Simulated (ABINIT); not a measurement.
Computed results, one entry a study.

```
A GW chain in ABINIT: CdSe (F-43m)
1.0
     0.00000    3.02500    3.02500
     3.02500    0.00000    3.02500
     3.02500    3.02500    0.00000
Cd Se
1 1
Direct
  0.00000 0.00000 0.00000
  0.75000 0.75000 0.75000
# method: RPA screening on PBE, plane waves, norm-conserving pseudopotentials (and 2 further levels or steps)
# program: ABINIT 10.8.3
# settings: cutoff 48 Ha, PseudoDojo scalar-relativistic 0.4 stringent, norm-conserving, potential set dojo-sr-pbe-0.4-stringent, ngkpt (4, 4, 4), nband 63, ecuteps 4 Ha, inclvkb 2, shiftk (0, 0, 0), symchi 1, awtr 1, frequency ppm, 4×4×4 k-mesh
# cost: 5 runs, 2.3 min in all on 4 MPI ranks of Intel Xeon Platinum 8488C (Sapphire Rapids), shared host
# notes:  Limits: mesh may overstate the screening; no spin-orbit coupling. The 4×4×4 mesh is coarse for this cell, which bears on the long-range parts of exchange and screening. The RPA ε∞ on this mesh reaches over 25; with a narrow direct gap a coarse mesh can overstate it, and the correction is then too small.
# PBE gap: 0.64 eV, direct
# G0W0 gap on the mesh: 1.18 eV
# GW settings: 4×4×4 mesh, 63 bands, screening to 108.8 eV, Godby-Needs plasmon pole
# known limits: short of the basis limit; mesh may overstate the screening; no spin-orbit coupling; coarse k mesh
```

[Long decimals in the printed logs are rounded to 6 places.]

[Logs are printed without paths, hosts, clocks, repeated set-up lines and the standing remarks that a program may print on its own settings, such as how far it seeks lower states.]

[Paths, hosts, dates, memory and timing lines, banners, echoed tables and standing remarks are left out of the program output; an Ansatz launch command may be rebuilt from the run's recorded settings. Measured values are a selection of at most five: reports struck by readers or far from the other reports are left out. None is set beside runs whose start may be inverted or whose files or cutoffs have a known fault.]

[Runs of the session that timed out or met a known fault of the program may be left out.]

[Hosts, paths, dates, database ids (printed as entryN), source tags and the programs' standing remarks are cut or masked in the printed files.]

[G0W0 gaps are taken among the corrected bands and points alone; a level outside them can change the order at an edge.]

[Where Ansatz stands beside ABINIT at settings called matched, ABINIT's density can come from a denser mesh and the files from another edition; pairs whose starting gaps differed by over 0.03 eV were left out, so agreement reads better than it is.]
